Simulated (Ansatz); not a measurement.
# How W(100) screens a field

Aim: image plane and induced charge of W(100).

Calculated with Ansatz 0.2.0; plane-wave DFT, PBE, Ansatz PAW.

### 1. The system as given

The cell holds 5 atoms: 5 W. Its edges and angles: a = 3.160 Å, b = 3.160 Å, c = 24.320 Å, α = 90.0°, β = 90.0°, γ = 90.0°. Vacuum lies along c.

### 2. Atoms held, field 0

A sawtooth potential applies the field, turning back in the middle of the vacuum. With the dipole correction the typed value is the field outside the slab. The induced dipole is small, so the SCF threshold is tight.

File input.yaml:

```yaml
crystal:
  lattice:
    - [3.16, 0.0, 0.0]
    - [0.0, 3.16, 0.0]
    - [0.0, 0.0, 24.32]
  atoms:
    - { symbol: W, position: [0.0, 0.0, 0.3700657895] }
    - { symbol: W, position: [0.5, 0.5, 0.4350328947] }
    - { symbol: W, position: [0.0, 0.0, 0.5] }
    - { symbol: W, position: [0.5, 0.5, 0.5649671053] }
    - { symbol: W, position: [0.0, 0.0, 0.6299342105] }
kpoints:
  mp_grid: { grid: [16, 16, 1] }
hamiltonian:
  xc: pbe
scf:
  occupations: { method: fermi_dirac, width: 0.1 }
  convergence: { dr2_threshold: 1.0e-10 }
efield:
  axis: 3
  dipole_correction: true
  ramp_position: 0.97
  ramp_width: 0.06
  amplitude: 0
output:
  forces: true
  write_potential: true
  write_density: true
  volumetric_format: npy
```

Command:

```
ansatz run input.yaml --threads 2 --pin off --max-ram 3072MiB --backend cpu --events-out ev --progress --plain --runs-dir out
```

Standard output:

```text
Engine: ansatz 0.2.0, aarch64-unknown-linux-gnu
Pseudopotentials: kind: paw
Pseudopotential: W, paw, valence charge 14, recommended cutoff 420 eV (normal), W.paw.azcp
Functional definition: PBE
  parameter kappa = 0.804
  parameter beta = 0.066725
  exchange = pbe_x(kappa = kappa, mu = beta*pi^2/3)
  correlation = pbe_c(beta = beta)
Crystal: 5 atoms, lattice volume = 242.850 Å³
Basis set: ecut = 420 eV, 4785 PW (Γ), exchange–correlation on 48×48×360 points (8 copies of the dense FFT grid, shifted against one another)
Bands: 42, of which v1, the nominal top of the filled ones, is band 35 counted from 1 (34 counted from 0)
Symmetry: 8 space group operations
k-points: 45 of 256
Non-local potential: W, projectors of the file, l = 0: 3, l = 1: 2, l = 2: 2, l = 3: 1
PAW form: soft (Blöchl's): semilocal exchange-correlation on the pseudo side does not see the compensation charge
PAW one-centre angular grid: W, 590 points (default); XC on 64 Gauss nodes
Initial density: superposition of atomic densities (neutral atoms: chi_scale 0, normalization atom), corrected by the library's trained network
Initial wavefunctions: pseudopotential atomic-orbital guess
Functional: x = pbe(κ = 0.804, μ = 0.219515), c = pbe(β = 0.066725)
SCF iter   1: F=—  HF=-51918.949327 eV  |F-HF|=—  |Δ(HF+E_count)|=         —  Δρ=5.88e-3  dr2=2.47e-1  ethr=1.77e-3  p=-0.000 e·Å  D=-2.51e-14 V/Å  ΔV_dip=0.00 eV  dr2_dipole=1.60e-7  V_vac-E_F(+/−)=4.36/4.36 eV  ⟨swp⟩=8.4  Hψ=9031  notcnv=0
efield: sawtooth ramp at fractional position 0.9700 (set: `efield.ramp_position`, or a place that a band, a saddle search or an elastic batch's reference lends), width 0.0600; the density the first Hamiltonian is built on has a dipole p = -0.000 e·Å; the dipole correction subtracts the counter field D = -2.51e-14 V/Å, which shifts the + side's vacuum level by +0.00 eV against the − side's; the planar-averaged density in the ramp window peaks in size at 1.3e-5 e/Å³
preconditioner: auto → LDOS  [metal: Δε(μ)=0.010 eV  Ē_g=4.217 eV  σ=0.100 eV  W_gap=0.03  n_scr=44 (ndim 8)  ℏωp=13.1 eV  f_vac=0.578  D(μ)=6.29/eV (n_scr^D=44)  β→1.0]
SCF iter   2: F=—  HF=-51918.932741 eV  |F-HF|=—  |Δ(HF+E_count)|=   1.66e-2  Δρ=4.32e-3  dr2=1.05e-1  ethr=3.53e-4  p=-0.000 e·Å  D=-2.18e-6 V/Å  ΔV_dip=0.00 eV  dr2_dipole=2.80e-7  V_vac-E_F(+/−)=4.26/4.26 eV  ⟨swp⟩=2.3  Hψ=3256  notcnv=0
SCF iter   3: F=—  HF=-51918.922232 eV  |F-HF|=—  |Δ(HF+E_count)|=   1.05e-2  Δρ=1.09e-3  dr2=7.69e-3  ethr=1.50e-4  p=-0.000 e·Å  D=-1.00e-6 V/Å  ΔV_dip=0.00 eV  dr2_dipole=3.40e-8  V_vac-E_F(+/−)=4.27/4.27 eV  ⟨swp⟩=2.0  Hψ=2851  notcnv=0
SCF iter   4: F=—  HF=-51918.922377 eV  |F-HF|=—  |Δ(HF+E_count)|=   1.45e-4  Δρ=3.22e-4  dr2=3.43e-4  ethr=1.10e-5  p=0.000 e·Å  D=4.23e-7 V/Å  ΔV_dip=-0.00 eV  dr2_dipole=2.91e-11  V_vac-E_F(+/−)=4.25/4.25 eV  ⟨swp⟩=2.3  Hψ=2586  notcnv=0
SCF iter   5: F=—  HF=-51918.922462 eV  |F-HF|=—  |Δ(HF+E_count)|=   8.50e-5  Δρ=1.26e-4  dr2=3.04e-5  ethr=4.90e-7  p=0.000 e·Å  D=5.38e-7 V/Å  ΔV_dip=-0.00 eV  dr2_dipole=1.29e-10  V_vac-E_F(+/−)=4.24/4.24 eV  ⟨swp⟩=2.9  Hψ=3002  notcnv=0
SCF iter   6: F=—  HF=-51918.922495 eV  |F-HF|=—  |Δ(HF+E_count)|=   3.25e-5  Δρ=4.44e-5  dr2=5.77e-6  ethr=4.34e-8  p=0.000 e·Å  D=4.05e-7 V/Å  ΔV_dip=-0.00 eV  dr2_dipole=4.50e-11  V_vac-E_F(+/−)=4.23/4.23 eV  ⟨swp⟩=2.8  Hψ=3394  notcnv=0
SCF iter   7: F=—  HF=-51918.922788 eV  |F-HF|=—  |Δ(HF+E_count)|=   2.93e-4  Δρ=1.14e-5  dr2=2.58e-7  ethr=8.24e-9  p=0.000 e·Å  D=2.34e-7 V/Å  ΔV_dip=-0.00 eV  dr2_dipole=3.54e-11  V_vac-E_F(+/−)=4.23/4.23 eV  ⟨swp⟩=2.9  Hψ=3597  notcnv=0
SCF iter   8: F=—  HF=-51918.922788 eV  |F-HF|=—  |Δ(HF+E_count)|=   9.19e-7  Δρ=2.93e-6  dr2=3.18e-8  ethr=3.68e-10  p=0.000 e·Å  D=6.67e-8 V/Å  ΔV_dip=-0.00 eV  dr2_dipole=3.54e-15  V_vac-E_F(+/−)=4.23/4.23 eV  ⟨swp⟩=3.1  Hψ=3856  notcnv=0
SCF iter   9: F=—  HF=-51918.922789 eV  |F-HF|=—  |Δ(HF+E_count)|=   6.64e-8  Δρ=9.18e-7  dr2=5.81e-9  ethr=4.55e-11  p=0.000 e·Å  D=1.68e-8 V/Å  ΔV_dip=-0.00 eV  dr2_dipole=8.23e-14  V_vac-E_F(+/−)=4.23/4.23 eV  ⟨swp⟩=3.0  Hψ=4024  notcnv=0
SCF iter  10: F=—  HF=-51918.922789 eV  |F-HF|=—  |Δ(HF+E_count)|=   1.25e-8  Δρ=3.45e-7  dr2=5.86e-10  ethr=8.30e-12  p=0.000 e·Å  D=5.89e-9 V/Å  ΔV_dip=-0.00 eV  dr2_dipole=2.09e-12  V_vac-E_F(+/−)=4.23/4.23 eV  ⟨swp⟩=3.0  Hψ=3678  notcnv=0
SCF iter  11: F=—  HF=-51918.922789 eV  |F-HF|=—  |Δ(HF+E_count)|=   2.15e-9  Δρ=1.29e-7  dr2=1.15e-10  ethr=1.00e-12  p=0.000 e·Å  D=5.84e-9 V/Å  ΔV_dip=-0.00 eV  dr2_dipole=1.14e-13  V_vac-E_F(+/−)=4.23/4.23 eV  ⟨swp⟩=11.2  Hψ=12884  notcnv=0
SCF iter  12: F=-51918.922789 eV  HF=-51918.922789 eV  |F-HF|=1.46e-11  |Δ(HF+E_count)|=  5.82e-11  Δρ=5.72e-8  dr2=2.14e-11  ethr=1.00e-12  p=-0.000 e·Å  D=-8.52e-10 V/Å  ΔV_dip=0.00 eV  dr2_dipole=4.15e-15  V_vac-E_F(+/−)=4.23/4.23 eV  ⟨swp⟩=8.2  Hψ=10247  notcnv=0
SCF 1 converged in 12 iterations: F = -51918.922789 eV  dr2 = 2.14e-11
  greatest PAW one-centre occupation: 1.000 electrons in one spin orbital (limit 2), on the W atom at site 4 (counted from 0), in its partial waves of l = 0
WARN: The output density's exchange-correlation potential varies sharply where the density is thin. Do not read a vacuum level from v_tot or v_xc, or from such a field of the output density. On a cell that repeats whose density bears no net charge and no dipole along the vacuum's axis use v_es (v_loc + v_h of the components); under efield.dipole_correction with no amplitude use v_es + v_field, which holds any externa [...]
SCF converged after 12 iterations
Free energy (F): -51918.922789 eV
Harris-Foulkes:  -51918.922789 eV  (|F-HF|=1.46e-11)
Internal energy: -51918.723571 eV  (E = F + TS)
E sigma→0 (E₀):  -51918.823180 eV
Entropy (-TS):   -0.199217 eV (-39.843 meV/atom)
Fermi energy:    4.601267 eV
Dipole field:    D = 0.000000 V/Å  (p = 0.000000 e·Å, saw-weighted, corrected)
Work function:   Φ+ = 4.2343 eV   Φ− = 4.2343 eV
Levels:          The Fermi level and band energies are counted from a zero that moves with the ramp; work functions are not
--- Per-component energies (eV) ---
  E_band       = -1646.569763
  E_kinetic    = 2236.806810
  E_local      = -85545.728602  (includes V_loc(G=0)·N_el)
  E_nonlocal   = 7.579558
  E_hartree    = 41731.446214
  E_xc         = -1326.510735
  E_vxc        = -1183.142566  (∫ρ·V_xc dr)
  E_paw        = -42812.704647  (= ΣΔE_a)
  E_vpaw       = -624.978014  (= ΣTr[D̂ρ^β])
  E_aug_tail   = -0.000296  (compensation charges beyond the density's cutoff)
  E_efield     = 0.000000  (sawtooth field / dipole correction)
  E_vefield    = 0.000000  (∫n·V_field dr)
  E_ewald      = 33790.388125
  E_smearing   = -0.199217  (= −TS)
  E_closure    = -0.000000  (closes the sum)
  Σ components = -51918.922789   (vs F -51918.922789, Δ=0.00e0)
--- Forces (eV/Å), atoms counted from 1 ---
  atom   1  W      0.00000000    -0.00000000     1.35033660
  atom   2  W     -0.00000000     0.00000000    -1.62421624
  atom   3  W      0.00000000     0.00000000     0.00000024
  atom   4  W      0.00000000    -0.00000000     1.62421612
  atom   5  W     -0.00000000     0.00000000    -1.35033702
  max |Σ_I F_I| component: 2.93e-7 eV/Å
--- Band table (eV; the first three rows and the last of 45) ---
  k-point 0: bands = [... 31 lower, 3.9031, 3.9031, 4.2419, 4.3161, 4.3705, 4.7421, 4.7421, 4.9880, ... 3 higher]
  k-point 1: bands = [... 31 lower, 3.9638, 4.0650, 4.1626, 4.3930, 4.4197, 4.4279, 5.0360, 5.3377, ... 3 higher]
  k-point 2: bands = [... 31 lower, 3.8661, 3.9830, 4.1755, 4.2292, 4.5479, 4.6845, 5.5007, 5.5424, ... 3 higher]
  k-point 44: bands = [... 31 lower, 3.7257, 3.7257, 6.4102, 6.4331, 6.4331, 6.5942, 7.0145, 7.0145, ... 3 higher]
```

It took 60 s on 2 threads of Arm Neoverse N1, shared host; peak memory 0.62 GiB; 2 min of CPU time.

Read from the output:

```
energy at zero smearing   : -51918.8232 eV
work function, upper face : 4.234 eV
dipole along the normal   : 1.04e-7 e·Å
```

Running mean over 1.58 Å of the planar mean; the ramp of the sawtooth is left out. Electron's electrostatic potential energy less the Fermi level against z:

| z (Å) | electron's electrostatic potential energy less the Fermi level (eV) |
| --- | --- |
| 3.0 | 4.23 |
| 3.5 | 4.23 |
| 4.0 | 4.23 |
| 4.5 | 4.23 |
| 5.0 | 4.22 |
| 5.5 | 4.20 |
| 6.0 | 4.14 |
| 6.5 | 3.96 |
| 7.0 | 3.40 |
| 7.5 | 1.68 |
| 8.0 | -2.57 |
| 8.5 | -7.97 |
| 9.0 | -11.3 |
| 9.5 | -12.1 |
| 10.0 | -12.3 |
| 10.5 | -12.5 |
| 11.0 | -12.6 |
| 11.5 | -12.7 |
| 12.0 | -12.7 |
| 12.5 | -12.7 |
| 13.0 | -12.7 |
| 13.5 | -12.6 |
| 14.0 | -12.4 |
| 14.5 | -12.3 |
| 15.0 | -12.0 |
| 15.5 | -10.4 |
| 16.0 | -6.11 |
| 16.5 | -0.742 |
| 17.0 | 2.54 |
| 17.5 | 3.67 |
| 18.0 | 4.05 |
| 18.5 | 4.17 |
| 19.0 | 4.21 |
| 19.5 | 4.23 |
| 20.0 | 4.23 |
| 20.5 | 4.23 |
| 21.0 | 4.23 |

Force by atom:

| atom | x (eV/Å) | y (eV/Å) | z (eV/Å) | size |
| --- | --- | --- | --- | --- |
| W1 | 0.00 | 0.00 | 1.35 | 1.35 |
| W2 | 0.00 | 0.00 | -1.62 | 1.62 |
| W3 | 0.00 | 0.00 | 0.00 | 0.00 |
| W4 | 0.00 | 0.00 | 1.62 | 1.62 |
| W5 | 0.00 | 0.00 | -1.35 | 1.35 |

The work function of the upper face is 4.23 eV.

### 3. Atoms held, field 0.05 V/Å

input.yaml: that of step 2 with these lines changed.

```diff
@@ -23,3 +23,3 @@
   ramp_width: 0.06
-  amplitude: 0
+  amplitude: 0.05
 output:
```

Standard output:

```text
[...]
Crystal: 5 atoms, lattice volume = 242.850 Å³
Basis set: ecut = 420 eV, 4785 PW (Γ), exchange–correlation on 48×48×360 points (8 copies of the dense FFT grid, shifted against one another)
Bands: 42, of which v1, the nominal top of the filled ones, is band 35 counted from 1 (34 counted from 0)
Symmetry: 8 space group operations
k-points: 45 of 256
[...]
k-point 0: bands = [... 31 lower, 3.9029, 3.9029, 4.2408, 4.3159, 4.3711, 4.7418, 4.7418, 4.9878, ... 3 higher]
  k-point 1: bands = [... 31 lower, 3.9635, 4.0646, 4.1624, 4.3922, 4.4201, 4.4276, 5.0358, 5.3375, ... 3 higher]
  k-point 2: bands = [... 31 lower, 3.8658, 3.9828, 4.1752, 4.2289, 4.5476, 4.6844, 5.5005, 5.5421, ... 3 higher]
  k-point 44: bands = [... 31 lower, 3.7255, 3.7255, 6.4100, 6.4328, 6.4328, 6.5940, 7.0143, 7.0143, ... 3 higher]
[key lines of the parts left out:]
SCF converged after 13 iterations
Free energy (F): -51918.923517 eV
Fermi energy:    4.601034 eV
Dipole field:    D = 0.021718 V/Å  (p = 0.029147 e·Å, saw-weighted, corrected)
```

The job ended after 60 s (2 threads; peak memory 0.61 GiB).

The dipole is 0.0291 e·Å.

### 4. Atoms held, field -0.05 V/Å

input.yaml: that of step 3 with these lines changed.

```diff
@@ -23,3 +23,3 @@
   ramp_width: 0.06
-  amplitude: 0.05
+  amplitude: -0.05
 output:
```

Standard output:

```text
[...]
Crystal: 5 atoms, lattice volume = 242.850 Å³
Basis set: ecut = 420 eV, 4785 PW (Γ), exchange–correlation on 48×48×360 points (8 copies of the dense FFT grid, shifted against one another)
Bands: 42, of which v1, the nominal top of the filled ones, is band 35 counted from 1 (34 counted from 0)
Symmetry: 8 space group operations
k-points: 45 of 256
[...]
k-point 0: bands = [... 31 lower, 3.9029, 3.9029, 4.2408, 4.3159, 4.3711, 4.7418, 4.7418, 4.9878, ... 3 higher]
  k-point 1: bands = [... 31 lower, 3.9635, 4.0646, 4.1624, 4.3922, 4.4201, 4.4276, 5.0358, 5.3375, ... 3 higher]
  k-point 2: bands = [... 31 lower, 3.8658, 3.9828, 4.1752, 4.2289, 4.5476, 4.6844, 5.5005, 5.5421, ... 3 higher]
  k-point 44: bands = [... 31 lower, 3.7255, 3.7255, 6.4100, 6.4328, 6.4328, 6.5940, 7.0143, 7.0143, ... 3 higher]
[key lines of the parts left out:]
SCF converged after 13 iterations
Free energy (F): -51918.923517 eV
Fermi energy:    4.601034 eV
Dipole field:    D = -0.021718 V/Å  (p = -0.029147 e·Å, saw-weighted, corrected)
```

Run time: 61 s. Hardware: 2 threads; peak memory 0.6 GiB.

The dipole is -0.0291 e·Å.

### 5. Single point, field 0.1 V/Å

input.yaml: that of step 4 with these lines changed.

```diff
@@ -23,3 +23,3 @@
   ramp_width: 0.06
-  amplitude: -0.05
+  amplitude: 0.1
 output:
```

Standard output:

```text
[...]
Crystal: 5 atoms, lattice volume = 242.850 Å³
Basis set: ecut = 420 eV, 4785 PW (Γ), exchange–correlation on 48×48×360 points (8 copies of the dense FFT grid, shifted against one another)
Bands: 42, of which v1, the nominal top of the filled ones, is band 35 counted from 1 (34 counted from 0)
Symmetry: 8 space group operations
k-points: 45 of 256
[...]
k-point 0: bands = [... 31 lower, 3.9022, 3.9022, 4.2375, 4.3152, 4.3730, 4.7411, 4.7411, 4.9871, ... 3 higher]
  k-point 1: bands = [... 31 lower, 3.9627, 4.0634, 4.1617, 4.3900, 4.4214, 4.4269, 5.0352, 5.3368, ... 3 higher]
  k-point 2: bands = [... 31 lower, 3.8648, 3.9823, 4.1745, 4.2283, 4.5465, 4.6842, 5.4998, 5.5415, ... 3 higher]
  k-point 44: bands = [... 31 lower, 3.7248, 3.7248, 6.4093, 6.4322, 6.4322, 6.5934, 7.0136, 7.0136, ... 3 higher]
[key lines of the parts left out:]
SCF converged after 13 iterations
Free energy (F): -51918.925703 eV
Fermi energy:    4.600354 eV
Dipole field:    D = 0.043439 V/Å  (p = 0.058298 e·Å, saw-weighted, corrected)
```

Wall time 72 s (2 threads); peak memory 0.6 GiB.

The dipole is 0.0583 e·Å.

### 6. Atoms held, field -0.1 V/Å

input.yaml: that of step 5 with these lines changed.

```diff
@@ -23,3 +23,3 @@
   ramp_width: 0.06
-  amplitude: 0.1
+  amplitude: -0.1
 output:
```

Standard output:

```text
[...]
Crystal: 5 atoms, lattice volume = 242.850 Å³
Basis set: ecut = 420 eV, 4785 PW (Γ), exchange–correlation on 48×48×360 points (8 copies of the dense FFT grid, shifted against one another)
Bands: 42, of which v1, the nominal top of the filled ones, is band 35 counted from 1 (34 counted from 0)
Symmetry: 8 space group operations
k-points: 45 of 256
[...]
k-point 0: bands = [... 31 lower, 3.9022, 3.9022, 4.2375, 4.3152, 4.3730, 4.7411, 4.7411, 4.9871, ... 3 higher]
  k-point 1: bands = [... 31 lower, 3.9627, 4.0634, 4.1617, 4.3900, 4.4214, 4.4269, 5.0352, 5.3368, ... 3 higher]
  k-point 2: bands = [... 31 lower, 3.8648, 3.9823, 4.1745, 4.2283, 4.5465, 4.6842, 5.4998, 5.5415, ... 3 higher]
  k-point 44: bands = [... 31 lower, 3.7248, 3.7248, 6.4093, 6.4322, 6.4322, 6.5934, 7.0136, 7.0136, ... 3 higher]
[key lines of the parts left out:]
SCF converged after 13 iterations
Free energy (F): -51918.925703 eV
Fermi energy:    4.600354 eV
Dipole field:    D = -0.043439 V/Å  (p = -0.058298 e·Å, saw-weighted, corrected)
```

It took 61 s on 2 threads; peak memory 0.6 GiB.

The dipole is -0.0583 e·Å.

### 7. Single point, field 0.2 V/Å

input.yaml: that of step 6 with these lines changed.

```diff
@@ -23,3 +23,3 @@
   ramp_width: 0.06
-  amplitude: -0.1
+  amplitude: 0.2
 output:
```

Standard output:

```text
[...]
Crystal: 5 atoms, lattice volume = 242.850 Å³
Basis set: ecut = 420 eV, 4785 PW (Γ), exchange–correlation on 48×48×360 points (8 copies of the dense FFT grid, shifted against one another)
Bands: 42, of which v1, the nominal top of the filled ones, is band 35 counted from 1 (34 counted from 0)
Symmetry: 8 space group operations
k-points: 45 of 256
[...]
k-point 0: bands = [... 31 lower, 3.8994, 3.8994, 4.2253, 4.3125, 4.3794, 4.7384, 4.7384, 4.9844, ... 3 higher]
  k-point 1: bands = [... 31 lower, 3.9597, 4.0587, 4.1590, 4.3824, 4.4242, 4.4251, 5.0328, 5.3340, ... 3 higher]
  k-point 2: bands = [... 31 lower, 3.8609, 3.9801, 4.1718, 4.2255, 4.5422, 4.6831, 5.4970, 5.5387, ... 3 higher]
  k-point 44: bands = [... 31 lower, 3.7221, 3.7221, 6.4066, 6.4295, 6.4295, 6.5908, 7.0110, 7.0110, ... 3 higher]
[key lines of the parts left out:]
SCF converged after 13 iterations
Free energy (F): -51918.934450 eV
Fermi energy:    4.597615 eV
Dipole field:    D = 0.086906 V/Å  (p = 0.116634 e·Å, saw-weighted, corrected)
```

It took 62 s on 2 threads; peak memory 0.6 GiB.

The dipole is 0.117 e·Å.

### 8. Atoms held, field -0.2 V/Å

input.yaml: that of step 7 with these lines changed.

```diff
@@ -23,3 +23,3 @@
   ramp_width: 0.06
-  amplitude: 0.2
+  amplitude: -0.2
 output:
```

Standard output:

```text
[...]
Crystal: 5 atoms, lattice volume = 242.850 Å³
Basis set: ecut = 420 eV, 4785 PW (Γ), exchange–correlation on 48×48×360 points (8 copies of the dense FFT grid, shifted against one another)
Bands: 42, of which v1, the nominal top of the filled ones, is band 35 counted from 1 (34 counted from 0)
Symmetry: 8 space group operations
k-points: 45 of 256
[...]
k-point 0: bands = [... 31 lower, 3.8994, 3.8994, 4.2253, 4.3125, 4.3794, 4.7384, 4.7384, 4.9844, ... 3 higher]
  k-point 1: bands = [... 31 lower, 3.9597, 4.0587, 4.1590, 4.3824, 4.4242, 4.4251, 5.0328, 5.3340, ... 3 higher]
  k-point 2: bands = [... 31 lower, 3.8609, 3.9801, 4.1718, 4.2255, 4.5422, 4.6831, 5.4970, 5.5387, ... 3 higher]
  k-point 44: bands = [... 31 lower, 3.7221, 3.7221, 6.4066, 6.4295, 6.4295, 6.5908, 7.0110, 7.0110, ... 3 higher]
[key lines of the parts left out:]
SCF converged after 13 iterations
Free energy (F): -51918.934450 eV
Fermi energy:    4.597614 eV
Dipole field:    D = -0.086906 V/Å  (p = -0.116634 e·Å, saw-weighted, corrected)
```

It took 61 s on 2 threads; peak memory 0.61 GiB; 2 min of CPU time.

The dipole is -0.117 e·Å.

### 9. Single point, field 0.4 V/Å

input.yaml: that of step 8 with these lines changed.

```diff
@@ -23,3 +23,3 @@
   ramp_width: 0.06
-  amplitude: -0.2
+  amplitude: 0.4
 output:
@@ -29 +29,2 @@
   volumetric_format: npy
+  elf: true
```

Standard output:

```text
[...]
Crystal: 5 atoms, lattice volume = 242.850 Å³
Basis set: ecut = 420 eV, 4785 PW (Γ), exchange–correlation on 48×48×360 points (8 copies of the dense FFT grid, shifted against one another)
Bands: 42, of which v1, the nominal top of the filled ones, is band 35 counted from 1 (34 counted from 0)
Symmetry: 8 space group operations
k-points: 45 of 256
[...]
k-point 0: bands = [... 31 lower, 3.8881, 3.8881, 4.1840, 4.3011, 4.3972, 4.7270, 4.7270, 4.9731, ... 3 higher]
  k-point 1: bands = [... 31 lower, 3.9471, 4.0398, 4.1477, 4.3598, 4.4128, 4.4314, 5.0228, 5.3227, ... 3 higher]
  k-point 2: bands = [... 31 lower, 3.8449, 3.9710, 4.1604, 4.2143, 4.5250, 4.6781, 5.4856, 5.5272, ... 3 higher]
  k-point 44: bands = [... 31 lower, 3.7108, 3.7108, 6.3954, 6.4187, 6.4187, 6.5802, 7.0002, 7.0002, ... 3 higher]
[key lines of the parts left out:]
SCF converged after 14 iterations
Free energy (F): -51918.969464 eV
Fermi energy:    4.586361 eV
Dipole field:    D = 0.174058 V/Å  (p = 0.233598 e·Å, saw-weighted, corrected)
```

The job ended after 65 s (2 threads; peak memory 0.61 GiB; 2.1 min of CPU time).

Running mean over 1.58 Å of the planar mean, with the applied field; the ramp of the sawtooth is left out. Table of electron's electrostatic potential energy less the Fermi level by z:

| z (Å) | electron's electrostatic potential energy less the Fermi level (eV) |
| --- | --- |
| 3.0 | 2.71 |
| 3.5 | 2.91 |
| 4.0 | 3.11 |
| 4.5 | 3.31 |
| 5.0 | 3.50 |
| 5.5 | 3.66 |
| 6.0 | 3.78 |
| 6.5 | 3.75 |
| 7.0 | 3.32 |
| 7.5 | 1.67 |
| 8.0 | -2.55 |
| 8.5 | -7.96 |
| 9.0 | -11.3 |
| 9.5 | -12.1 |
| 10.0 | -12.3 |
| 10.5 | -12.5 |
| 11.0 | -12.6 |
| 11.5 | -12.7 |
| 12.0 | -12.7 |
| 12.5 | -12.7 |
| 13.0 | -12.7 |
| 13.5 | -12.6 |
| 14.0 | -12.4 |
| 14.5 | -12.3 |
| 15.0 | -12.0 |
| 15.5 | -10.5 |
| 16.0 | -6.12 |
| 16.5 | -0.752 |
| 17.0 | 2.58 |
| 17.5 | 3.81 |
| 18.0 | 4.34 |
| 18.5 | 4.64 |
| 19.0 | 4.87 |
| 19.5 | 5.08 |
| 20.0 | 5.28 |
| 20.5 | 5.48 |
| 21.0 | 5.68 |

The dipole is 0.234 e·Å.

[end of part 1 of 2]

[Long decimals in the printed logs are rounded to 6 places.]

[Logs are printed without paths, hosts, clocks, repeated set-up lines and the standing remarks that a program may print on its own settings, such as how far it seeks lower states.]

[Hosts, paths, dates, database ids (printed as entryN), source tags and the programs' standing remarks are cut or masked in the printed files.]

[Maps of the electrostatic potential energy from Ansatz leave out the sawtooth potential of an applied field or a dipole correction, so their vacuum need not be flat; planar profiles and work functions include it.]
